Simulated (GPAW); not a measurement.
# InHO2 (Pmn2_1): G0W0 with GPAW, start to end

How does a plane-wave GW calculation on InHO2 (Pmn2_1) run from the first input to the gap?

Calculated with GPAW 26.7.0; LDA and many-body steps on it, plane waves.

## (1) Set-up

The structure is orthorhombic, space group Pmn2_1 (No. 31). Conventional cell: a = 3.270 Å, b = 4.560 Å, c = 5.260 Å, α = 90.00°, β = 90.00°, γ = 90.00°. Nearest to In lie 6 O at 2.14 to 2.22 Å. Nearest to H lie 1 O at 1.08 Å. Nearest to O lie 1 H at 1.08 Å and 3 In at 2.20 to 2.22 Å. Nearest to O lie 1 H at 1.47 Å and 3 In at 2.14 Å. Farther neighbours and most contacts between anions are not listed.

The cell and positions come from the Crystallography Open Database and are kept as given unless a step says otherwise.

## (2) Ground state

This step: GPAW 26.7.0; DFT, LDA, plane waves, PAW.

The ground-state density comes first.

File run.py:

```python
import json
import numpy as np
from gpaw.mpi import world
from ase import Atoms
from gpaw import GPAW, PW, FermiDirac

atoms = Atoms(['In', 'In', 'H', 'H', 'O', 'O', 'O', 'O'],
    cell=[[3.2700000000, 0.0000000000, 0.0000000000],
      [0.0000000000, 4.5600000000, 0.0000000000],
      [0.0000000000, 0.0000000000, 5.2600000000]],
    scaled_positions=[[0.0000000000, 0.7356200000, 0.0000000000],
      [0.5000000000, 0.2643800000, 0.5000000000],
      [0.0000000000, 0.7870000000, 0.4800000000],
      [0.5000000000, 0.2130000000, 0.9800000000],
      [0.0000000000, 0.9820000000, 0.3640000000],
      [0.5000000000, 0.0180000000, 0.8640000000],
      [0.0000000000, 0.5220000000, 0.6380000000],
      [0.5000000000, 0.4780000000, 0.1380000000]],
    pbc=(True, True, True))
calc = GPAW(mode=PW(600),
    xc='LDA',
    kpts={'size': (8, 6, 4), 'gamma': True},
    occupations=FermiDirac(0.001),
    nbands=-10,
    convergence={'density': 1e-6, 'bands': -3},
    maxiter=100,
    txt='gs.txt')
atoms.calc = calc
res = {'energy': atoms.get_potential_energy()}
kpts = calc.get_ibz_k_points()
res['kpts'] = kpts
res['eigenvalues'] = [calc.get_eigenvalues(kpt=k) for k in range(len(kpts))]
res['n_electrons'] = calc.get_number_of_electrons()
calc.write('gs.gpw')

if world.rank == 0:
    with open('result.json', 'w') as f:
        json.dump(res, f, default=lambda x: x.tolist())
```

Run with:

```sh
> mpirun -n 4 gpaw python run.py
```

Numbers of over 12 decimals in the logs are rounded to 6 here.

What it wrote:

```text
__  _  _
 | _ |_)|_||  |
 |__||  | ||/\| - 26.7.0

Input parameters:
  mode=PW(ecut=600.0),
  convergence={'density': 1e-06, 'bands': -3},
  kpts=MonkhorstPack(size=(8, 6, 4), gamma=True),
  maxiter=100,
  nbands=-10,
  occupations=Occupations(name='fermi-dirac', width=0.001, fixmagmom=False),
  xc=XC(name='LDA')
  [... matrices ...]
Diagonalizing LCAO Hamiltonian
Converting LCAO to pw mode
    .-------.
   /|       |
  / | H     |
 *  |       |
 | OOO      |
 |  | In    |
 |  .-------.
 | /n O    /
 |/       /
 *-------*

Atoms  # Å, Bohr magnetons
|   | symbol |        x |        y |        z |    initial magnetic moments |
| 0 |     In | 0.000000 | 3.354427 | 0.000000 | ( 0.0000,  0.0000,  0.0000) |
| 1 |     In | 1.635000 | 1.205573 | 2.630000 | ( 0.0000,  0.0000,  0.0000) |
| 2 |      H | 0.000000 | 3.588720 | 2.524800 | ( 0.0000,  0.0000,  0.0000) |
| 3 |      H | 1.635000 | 0.971280 | 5.154800 | ( 0.0000,  0.0000,  0.0000) |
| 4 |      O | 0.000000 | 4.477920 | 1.914640 | ( 0.0000,  0.0000,  0.0000) |
| 5 |      O | 1.635000 | 0.082080 | 4.544640 | ( 0.0000,  0.0000,  0.0000) |
| 6 |      O | 0.000000 | 2.380320 | 3.355880 | ( 0.0000,  0.0000,  0.0000) |
| 7 |      O | 1.635000 | 2.179680 | 0.725880 | ( 0.0000,  0.0000,  0.0000) |

Unit cell  # Å
| periodic |        x |        y |        z |  lengths |    angles |
|      yes | 3.270000 | 0.000000 | 0.000000 | 3.270000 | 90.000000 |
|      yes | 0.000000 | 4.560000 | 0.000000 | 4.560000 | 90.000000 |
|      yes | 0.000000 | 0.000000 | 5.260000 | 5.260000 | 90.000000 |

Number of symmetries: 2
Symmetry operations  # r_c * U_cc + t_c -> r_c
|   | kind |            matrix            |
| 0 |  E   |  1, 0, 0,  0, 1, 0,  0, 0, 1 |
| 1 |  σ   | -1, 0, 0,  0, 1, 0,  0, 0, 1 |

BZ-sampling:
  Number of BZ points: 192
  Number of IBZ points: 70

  Monkhorst-Pack size: [8, 6, 4]
  Monkhorst-Pack shift: [0.0625, 0.083333, 0.125]

K-points  # in reciprocal-cell coordinates
|     |                                coordinates |     weight |
|   0 | (  0.00000000,   0.00000000,   0.00000000) | 0.00520833 |
|   1 | (  0.00000000,   0.00000000,   0.25000000) | 0.01041667 |
|   2 | (  0.00000000,   0.00000000,   0.50000000) | 0.00520833 |
|   3 | (  0.00000000,   0.16666667,  -0.25000000) | 0.01041667 |
|   4 | (  0.00000000,   0.16666667,   0.00000000) | 0.01041667 |
|   5 | (  0.00000000,   0.16666667,   0.25000000) | 0.01041667 |
|   6 | (  0.00000000,   0.16666667,   0.50000000) | 0.01041667 |
|   7 | (  0.00000000,   0.33333333,  -0.25000000) | 0.01041667 |
|   8 | (  0.00000000,   0.33333333,   0.00000000) | 0.01041667 |
|   9 | (  0.00000000,   0.33333333,   0.25000000) | 0.01041667 |
| ... |                                            |            |
|  69 | (  0.50000000,   0.50000000,   0.50000000) | 0.00520833 |

Plane wave coefficients: 2638
Cutoff: 600.0 eV

Spin-components: 1 (collinear spins)
Bands:           36
Projectors:      38
Spin-degeneracy: 2
Datatype:        complex128

  Storage: CPU
  Wave functions: 104_952_960 bytes (26_238_240 per core)
  Projectors: 90_376_160 bytes (22_594_040 per core)
  [... matrices ...]
Parallelization:
  kpt:    4
  domain: 1
  band:   1

Density:
  Valence electrons: 52.0
  Components: 1
  Grid points: [20 27 30]
  Charge: 0.0  # |e|

Potential:
  Grid points: [20 27 30]

species:
  In:
    name:    Indium
    Z:       49.0
    valence: 13
    core:    36
    charge:  0.0  # [|e|]
    compensation charges:
      type: gauss
      rc: 0.36  # [Å]
      lmax: 2
    cutoffs:
      filter: 2.09  # [Å]
      core: 2.48  # [Å]
    projectors
    | kind |    occ | energy [eV] | rcut [Å] |
    |   5s |  2.000 |      -8.474 |    1.185 |
    |   5p |  1.000 |      -2.700 |    1.244 |
    |   4d | 10.000 |     -18.723 |    1.148 |
    |    s |        |      18.738 |    1.185 |
    |    p |        |      24.512 |    1.244 |
    |    d |        |       8.489 |    1.148 |

    Using partial waves for In as LCAO basis

  H:
    name:    Hydrogen
    Z:       1.0
    valence: 1
    core:    0
    charge:  0.0  # [|e|]
    compensation charges:
      type: gauss
      rc: 0.15  # [Å]
      lmax: 2
    cutoffs:
      filter: 0.85  # [Å]
      core: 0.53  # [Å]
    projectors
    | kind |    occ | energy [eV] | rcut [Å] |
    |   1s |  1.000 |      -6.353 |    0.476 |
    |    s |        |      20.858 |    0.476 |
    |    p |        |       0.000 |    0.476 |

    Using partial waves for H as LCAO basis

  O:
    name:    Oxygen
    Z:       8.0
    valence: 6
    core:    2
    charge:  0.0  # [|e|]
    compensation charges:
      type: gauss
      rc: 0.21  # [Å]
      lmax: 2
    cutoffs:
      filter: 1.17  # [Å]
      core: 0.83  # [Å]
    projectors
    | kind |    occ | energy [eV] | rcut [Å] |
    |   2s |  2.000 |     -23.752 |    0.688 |
    |   2p |  4.000 |      -9.195 |    0.598 |
    |    s |        |       3.459 |    0.688 |
    |    p |        |      18.016 |    0.598 |
    |    d |        |       0.000 |    0.619 |

    Using partial waves for O as LCAO basis

Reference energy: -327804.471033  # eV

eigensolver:
  PPCG
  Converge bands: -3
  niter=2

density mixing:
  MSR1-Mixer
  Pratt-step length: 0.05
  Maximum mixing coefficient: 0.75
  Old densities: 10
  SVD Regularization: 0.005
  Good broyden scale: 1.0
  Trust region scale: 1.0
  Backstep threshold: 4.0
  History deletion threshold: 6.0
  Fourier metric: weight=20.0, sigma=0.015

occupation numbers:
  Fermi-Dirac:
    width: 0.0010  # eV

poisson solver:
  ecut: 4800.0  # eV

xc functional:
  name: None

Initialization done in: 2.128 s

convergence criteria:
- Maximum integral of absolute [dens]ity change: 1e-06 electrons / valence electron
- Maximum [total energy] change in last 3 cyles: 0.0005 eV / valence electron
- Maximum integral of absolute [eigenst]ate change: 4e-08 eV^2 / valence electron
maximum number of iterations: 100

SCF iterations
|iter     |     time |      energy | eigst |  dens |
|iter:   1|  |  -54.690395 | +0.51 |       |
|iter:   2|  |  -53.280172 | -0.53 | -0.89 |
|iter:   3|  |  -49.402056 | -0.30 | -0.95 |
|iter:   4|  |  -49.337412 | -1.15 | -1.50 |
|iter:   5|  |  -49.322209 | -1.27 | -1.78 |
|iter:   6|  |  -49.310563 | -1.52 | -2.06 |
|iter:   7|  |  -49.310557c| -1.78 | -2.93 |
|iter:   8|  |  -49.310562c| -2.04 | -3.48 |
|iter:   9|  |  -49.310562c| -2.25 | -4.22 |
|iter:  10|  |  -49.310562c| -2.42 | -5.05 |
|iter:  11|  |  -49.310562c| -2.64 | -5.75 |
|iter:  12|  |  -49.310562c| -2.82 | -6.43c|
|iter:  13|  |  -49.310562c| -2.97 | -7.17c|
|iter:  14|  |  -49.310562c| -3.07 | -7.93c|
|iter:  15|  |  -49.310562c| -3.17 | -8.59c|
|iter:  16|  |  -49.310562c| -3.06 | -9.17c|
|iter:  17|  |  -49.310562c| -3.50 | -9.68c|
|iter:  18|  |  -49.310562c| -3.59 |-10.29c|
|iter:  19|  |  -49.310562c| -3.80 |-10.69c|
|iter:  20|  |  -49.310562c| -4.04 |-11.43c|
|iter:  21|  |  -49.310562c| -4.13 |-11.80c|
|iter:  22|  |  -49.310562c| -4.29 |-12.15c|
|iter:  23|  |  -49.310562c| -4.40 |-12.58c|
|iter:  24|  |  -49.310562c| -4.55 |-12.84c|
|iter:  25|  |  -49.310562c| -4.66 |-13.16c|
|iter:  26|  |  -49.310562c| -4.49 |-13.45c|
|iter:  27|  |  -49.310562c| -4.64 |-13.83c|
[...]
|iter:  37|  |  -49.310562c| -6.39 |-15.21c|
|iter:  38|  |  -49.310562c| -6.62 |-15.36c|
|iter:  39|  |  -49.310562c| -6.79 |-15.13c|
|iter:  40|  |  -49.310562c| -7.05 |-15.34c|
|iter:  41|  |  -49.310562c| -7.22 |-15.43c|
|iter:  42|  |  -49.310562c| -7.43c|-15.32c|

Converged in 42 steps
SCF loop duration: 76.261 s (1.816 s/step)
Energy contributions relative to reference atoms: (reference = -327804.471033)
  [... matrices ...]
Energy contributions:
  Kinetic:          85.177252
  Coulomb:         -79.887300
  Zero:              0.382962
  External:          0.000000
  Xc:              -54.983476
  Entropy:          -0.000000
  Spinorbit:         0.000000
  ----------------------------
  Free energy:     -49.310562
  Extrapolated:    -49.310562

dipole moment: (-30.771965, 0.000002, -15.249129)  # |e|*Ang

Fermi level: 4.448
Eigenvalues  # (at kpt = [0.000, 0.000, 0.000])
| band index |      eig [eV] | occ [0-2] |
|          0 |       -13.880 |     2.000 |
|        ... |               |           |
|         18 |         1.849 |     2.000 |
|         19 |         2.057 |     2.000 |
|         20 |         3.195 |     2.000 |
|         21 |         3.781 |     2.000 |
|         22 |         4.005 |     2.000 |
|         23 |         4.378 |     2.000 |
|         24 |         4.378 |     2.000 |
|         25 |         4.395 |     2.000 |
|         26 |         6.438 |     0.000 |
[...]
|         30 |        15.340 |     0.000 |
|         31 |        15.756 |     0.000 |
|         32 |        15.987 |     0.000 |
|         33 |        16.515 |     0.000 |
|        ... |               |           |
|         35 |        16.905 |     0.000 |

Gap: 2.043 eV
Transition (v -> c):
  (s=0, k=0, n=25, [0.00, 0.00, 0.00]) -> (s=0, k=0, n=26, [0.00, 0.00, 0.00])
No difference between direct/indirect transitions
# Writing to gs.gpw (mode='')
  [... matrices ...]

timing:  # [seconds]
  Total: 78.417  # ━━━━━━━━━━━━━━━━━━━━━━━━━━━━━━━━━━━━━━━━━━━━━━━━━━━━━━━━━━
  Init:   1.814  # ━╸
  SCF:   76.261  # ━━━━━━━━━━━━━━━━━━━━━━━━━━━━━━━━━━━━━━━━━━━━━━━━━━━━━━━━╸
```

It took 80 s on 4 MPI ranks of Arm Neoverse V2, shared host; peak memory 0.86 GiB; 5.3 min of CPU time.

Numbers from this step:

- total energy: -49.31 eV
- gap: 2.043 eV
- k of the valence top: 0, 0, 0
- k of the conduction bottom: 0, 0, 0
- least direct gap: 2.043 eV

The gap is direct, at Γ.

## (3) Empty states on the mesh, 4×2×2 mesh, 188 bands

The sums over transitions need many empty states on a uniform mesh; this step solves for them.

File run.py:

```python
import json
import numpy as np
from gpaw.mpi import world
from gpaw import GPAW

calc = GPAW('gs.gpw').fixed_density(kpts={'size': (4, 2, 2), 'gamma': True},
    parallel={'domain': 1, 'band': 1},
    txt='nscf.txt')
calc.diagonalize_full_hamiltonian(nbands=188)
calc.write('full.gpw', mode='all')
res = {}
kpts = calc.get_ibz_k_points()
res['kpts'] = kpts
res['eigenvalues'] = [calc.get_eigenvalues(kpt=k) for k in range(len(kpts))]
res['n_electrons'] = calc.get_number_of_electrons()

if world.rank == 0:
    with open('result.json', 'w') as f:
        json.dump(res, f, default=lambda x: x.tolist())
```

Run with:

```sh
> mpirun -n 4 gpaw python run.py
```

What it wrote:

```text
Diagonalizing LCAO Hamiltonian
Converting LCAO to pw mode
convergence criteria:
- Maximum integral of absolute [eigenst]ate change: 4e-08 eV^2 / valence electron
maximum number of iterations: 100

SCF iterations
|iter     |     time |      energy | eigst |  dens |
|iter:   1|  |             | +0.65 |       |
|iter:   2|  |             | -0.58 |       |
|iter:   3|  |             | -1.19 |       |
[...]
|iter:  48|  |             | -6.93 |       |
|iter:  49|  |             | -7.05 |       |
[... further lines of this kind ...]
|iter:  55|  |             | -7.43c|       |
SCF steps: 55
  __  _  _
 | _ |_)|_||  |
 |__||  | ||/\| - 26.7.0

Input parameters:
  mode=PW(ecut=600.0),
  convergence={'density': 1e-06, 'bands': -3},
  gpts=array([20, 27, 30]),
  kpts=MonkhorstPack(size=(4, 2, 2), gamma=True),
  maxiter=100,
  nbands=36,
  occupations=Occupations(name='fermi-dirac', width=0.001, fixmagmom=False),
  parallel={'domain': 1, 'band': 1},
  xc=XC(name='LDA')
Matrix size: 2626x2626
# Writing to full.gpw (mode='all')
  [... matrices ...]

timing:  # [seconds]
  Total: 40.959  # ━━━━━━━━━━━━━━━━━━━━━━━━━━━━━━━━━━━━━━━━━━━━━━━━━━━━━━━━━━
```

It took 58 s on 4 MPI ranks; peak memory 2.9 GiB.

Numbers from this step:

* gap: 2.043 eV
* k of the valence top: 0, 0, 0
* k of the conduction bottom: 0, 0, 0
* least direct gap: 2.043 eV
* k points computed: 12
* lowest point of the top converged band, above the valence top: 83.9356 eV

On this mesh the gap is 2.043 eV.

## (4) Screening and self-energy, 4×2×2 mesh, 82 bands, screening to 60 eV

G0W0 replaces the xc potential by the self-energy, built once from these orbitals. Only a window of levels is corrected, while the sums run over the empty bands that the input names.

This step: G0W0 on LDA, plane waves, PAW.

File run.py:

```python
import json
import numpy as np
from gpaw.mpi import world
from gpaw.response.g0w0 import G0W0

gw = G0W0('full.gpw',
    filename='gw',
    kpts=[0],
    bands=(24, 28),
    ecut=60,
    nbands=82,
    integrate_gamma='WS',
    ppa=True)
gw.calculate()
res = {mode: {k: v for k, v in r.items() if k != 'sigma_eskwn'}
       for mode, r in gw.all_results.items()}

if world.rank == 0:
    with open('result.json', 'w') as f:
        json.dump(res, f, default=lambda x: x.tolist())
```

Run with:

```sh
> mpirun -n 4 gpaw python run.py
```

What it wrote:

```text
Using integrator: PointIntegrator
FrequencyGridDescriptor(from 0.000+0.000j to 0.000+27.211j eV, 2 points)
Nonperiodic BCs:  [False False False]
Using integrator: PointIntegrator
FrequencyGridDescriptor(from 0.000+0.000j to 0.000+27.211j eV, 2 points)
Nonperiodic BCs:  [False False False]
  ___  _ _ _
 |   || | | |
 | | || | | |
 |__ ||_____|
 |___|

BZ k-points: Symmetries present (total): 2

  [... matrices ...]
16 k-points: 4 x 2 x 2 Monkhorst-Pack grid + [1/8,1/4,1/4]
12 k-points in the irreducible part of the Brillouin zone
       k-points in crystal coordinates                weights
   0:     0.00000000    0.00000000    0.00000000          1/16
   1:     0.00000000    0.00000000    0.50000000          1/16
   2:     0.00000000    0.50000000    0.00000000          1/16
   3:     0.00000000    0.50000000    0.50000000          1/16
   4:     0.25000000    0.00000000    0.00000000          2/16
   5:     0.25000000    0.00000000    0.50000000          2/16
   6:     0.25000000    0.50000000    0.00000000          2/16
   7:     0.25000000    0.50000000    0.50000000          2/16
   8:     0.50000000    0.00000000    0.00000000          1/16
   9:     0.50000000    0.00000000    0.50000000          1/16
          ...
  11:     0.50000000    0.50000000    0.50000000          1/16

Distributing spins, k-points and bands (1 x 1 x 4) over 4 processes
Number of blocks: 1

Quasi particle states:
k-points (IBZ indices): [0]
Band range: (24, 28)
  [... matrices ...]
Computational parameters:
Plane wave cut-off: 60 eV
Number of bands: 82
Coulomb cutoff: None
Broadening: 0.1 eV

fxc modes: GW
Kernel: RPA
Using Godby-Needs plasmon-pole approximation:
  Fitting energy: i*E0, E0 = 1.000 Hartree
Summing all q:

Calculating screened Coulomb potential
No Coulomb truncation
FrequencyGridDescriptor(from 0.000+0.000j to 0.000+27.211j eV, 2 points)
Removing empty qpoint cache files...

Calculating chi0 body with:
    Ground state adapter containing:
    Number of spins: 1
    Number of kpoints: 16
    Number of irreducible kpoints: 12
    Number of completely occupied states: 26
    Number of partially occupied states: 26
    Occupied states memory: 6.427001953125 M / cpu

    Linear response parametrization:
    q_c: [0.0, 0.0, 0.0]
    Number of frequency points: 2
    Planewave cutoff: 60.0
    Number of bands: 82
    Number of planewaves: 75
    Broadening (eta): 1e-06
    comm.size: 4
    kncomm.size: 4
    blockcomm.size: 1

    Memory estimate of potentially large arrays:
        chi0_wGG: 0.171661 M / cpu
Integrating chi0 body.

Symmetries of q_c:
    Direct symmetries (Uq -> q): 2
    Indirect symmetries (TUq -> q): 2
In total 4 allowed symmetries.

  [... matrices ...]
12 groups of equivalent kpoints. 25.0% reduction.

Integral kind: response function
Integrating chi0 head and wings.

Symmetries of q_c:
    Direct symmetries (Uq -> q): 2
    Indirect symmetries (TUq -> q): 2
In total 4 allowed symmetries.

  [... matrices ...]
12 groups of equivalent kpoints. 25.0% reduction.

Integral kind: response function wings

Calculating chi0 body with:
    Ground state adapter containing:
    Number of spins: 1
    Number of kpoints: 16
    Number of irreducible kpoints: 12
    Number of completely occupied states: 26
    Number of partially occupied states: 26
    Occupied states memory: 6.427001953125 M / cpu

    Linear response parametrization:
[... the further q-points ...]

Results:
f:      Occupation numbers
eps:     KS-eigenvalues [eV]
vxc:     KS vxc [eV]
exx:     Exact exchange [eV]
sigma:   Self-energies [eV]
dsigma:  Self-energy derivatives
Z:       Renormalization factors
qp:      QP-energies [eV]

k-point 0 (0): (0.000, 0.000, 0.000)                GW
band       f     eps     vxc     exx   sigma  dsigma       Z      qp
                                                                   GW
  24   1.000   4.378 -22.523 -27.513   4.770  -0.268   0.789   4.204
  25   1.000   4.395 -22.468 -27.410   4.779  -0.269   0.788   4.266
  26   0.000   6.438 -16.953 -12.451  -2.843  -0.190   0.840   7.832
  27   0.000  11.265 -18.067 -12.016  -3.393  -0.210   0.827  13.462
```

Run time: 17 s. Hardware: 4 MPI ranks; peak memory 1.2 GiB.

Numbers from this step:

```yaml
g0w0_gap_on_the_points_computed: 3.566 eV
least_direct_g0w0_gap_on_the_computed_points: 3.566 eV
z_at_the_valence_top: 0.7882
z_at_the_conduction_bottom: 0.8402
starting_gap_on_the_mesh: 2.043 eV
k_of_the_valence_top: 0, 0, 0
k_of_the_conduction_bottom: 0, 0, 0
```

The gap on the mesh goes from 2.04 eV to 3.57 eV, a correction of +1.52 eV.

Limits: finite bands, cutoff and mesh; no spin-orbit coupling; coarse k mesh. v1 is the top filled band, c1 the lowest empty one. Levels before and after the correction, in eV, zero at the valence-band top of each column:

```tsv
	conduction bottom	valence top
Kohn-Sham	2.04	0.00
G0W0	3.57	0.00
```

```tsv
	level	energy (eV)
Kohn-Sham	Γ v2	-0.016
Kohn-Sham	Γ v1	0.000
Kohn-Sham	Γ c1	2.043
Kohn-Sham	Γ c2	6.871
G0W0	Γ v2	-0.062
G0W0	Γ v1	0.000
G0W0	Γ c1	3.566
G0W0	Γ c2	9.196
```

## (5) Where the time went

Times are wall times on 4 MPI ranks of Arm Neoverse V2, shared host, good to a factor of about two.

```tsv
step	time	share	memory (GiB)
ground state	80 s	52 %	0.86
empty states on the mesh	58 s	37 %	2.9
screening and self-energy	17 s	11 %	1.2
```

## (6) Results

* LDA gap: 2.04 eV, direct
* G0W0 gap on the mesh: 3.57 eV
* GW settings: 4×2×2 mesh, 82 bands, screening to 60 eV, Godby-Needs plasmon pole
* known limits: not at the basis limit; no spin-orbit coupling; coarse k mesh

**Reading.** G0W0 moves the gap on the mesh from 2.04 eV to 3.57 eV (+1.52 eV), with Z of 0.79 and 0.84 at the edges. Only 1 of the mesh's irreducible points was corrected, so a valley elsewhere could overtake. Bands and cutoff are finite, so the gap is not at the basis limit. The miss can reach some tenths of an eV and take either sign; the mesh is an error of its own. These stock PAW sets were not made for GW. In the G0W0 run levels were corrected at 1 k point alone, so a gap called «on the mesh» is the least over those, and an edge elsewhere would be missed. The 4×2×2 mesh is coarse for this cell, which bears on the long-range parts of exchange and screening. The many-body steps are scalar-relativistic: spin-orbit coupling is not in them.

[Paths, hosts, dates, memory and timing lines, banners, echoed tables and standing remarks are left out of the program output.]

[Logs are printed without paths, hosts, clocks, repeated set-up lines and the standing remarks that a program may print on its own settings, such as how far it seeks lower states.]

[Runs of the session that timed out or met a known fault of the program may be left out.]

[Hosts, paths, dates, database ids (printed as entryN), source tags and the programs' standing remarks are cut or masked in the printed files.]
